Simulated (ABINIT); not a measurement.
Planning a run of ABINIT 10.8.3 on BAs (F-43m). The input:

```
acell 3*1.0 Angstrom
rprim 
  -0.000000000000 2.388500000000 2.388500000000
  2.388500000000 -0.000000000000 2.388500000000
  2.388500000000 2.388500000000 -0.000000000000
ntypat 2
znucl 5 33
natom 2
typat 1 2
xred 
  0.000000000000 0.000000000000 0.000000000000
  0.250000000000 0.250000000000 0.250000000000
pp_dirpath "pseudos"
pseudos "B.upf, As.upf"
ecut 44
ngkpt 4 4 4
nshiftk 1
shiftk 0 0 0
kptopt 1
chksymbreak 0
istwfk *1
occopt 1
irdwfk 1
optdriver 4
nband 102
gwcalctyp 28
ecutsigx 44
symsigma 0
nkptgw 8
kptgw 
  0.0000000000 0.0000000000 0.0000000000
  0.2500000000 0.0000000000 0.0000000000
  0.5000000000 0.0000000000 0.0000000000
  0.2500000000 0.2500000000 0.0000000000
  0.5000000000 0.2500000000 0.0000000000
  -0.2500000000 0.2500000000 0.0000000000
  0.5000000000 0.5000000000 0.0000000000
  -0.2500000000 0.5000000000 0.2500000000
bdgw 
  11 23
  11 23
  11 23
  11 23
  11 23
  11 23
  11 23
  11 23
ecuteps 7
irdscr 1
ppmodel 1
irdqps 1
rhoqpmix 0.3
indata_prefix "in"
outdata_prefix "out"
tmpdata_prefix "tmp"
```

```sh
OMP_NUM_THREADS=1 mpirun -n 8 abinit run.abi > log
```

How long will it take on 8 MPI ranks of Arm Neoverse V1, shared host, and how much memory?

It took 70 s; on shared hardware allow 35 s to 2.3 min. Peak host memory was 1.9 GiB.

[Paths, hosts, dates, memory and timing lines, banners, echoed tables and standing remarks are left out of the program output.]

[Logs are printed without paths, hosts, clocks, repeated set-up lines and the standing remarks that a program may print on its own settings, such as how far it seeks lower states.]

[Runs of the session that timed out or met a known fault of the program may be left out.]

[Hosts, paths, dates, database ids (printed as entryN), source tags and the programs' standing remarks are cut or masked in the printed files.]

[G0W0 gaps are taken among the corrected bands and points alone; a level outside them can change the order at an edge.]

[Where Ansatz stands beside ABINIT at settings called matched, ABINIT's density can come from a denser mesh and the files from another edition; pairs whose starting gaps differed by over 0.03 eV were left out, so agreement reads better than it is.]
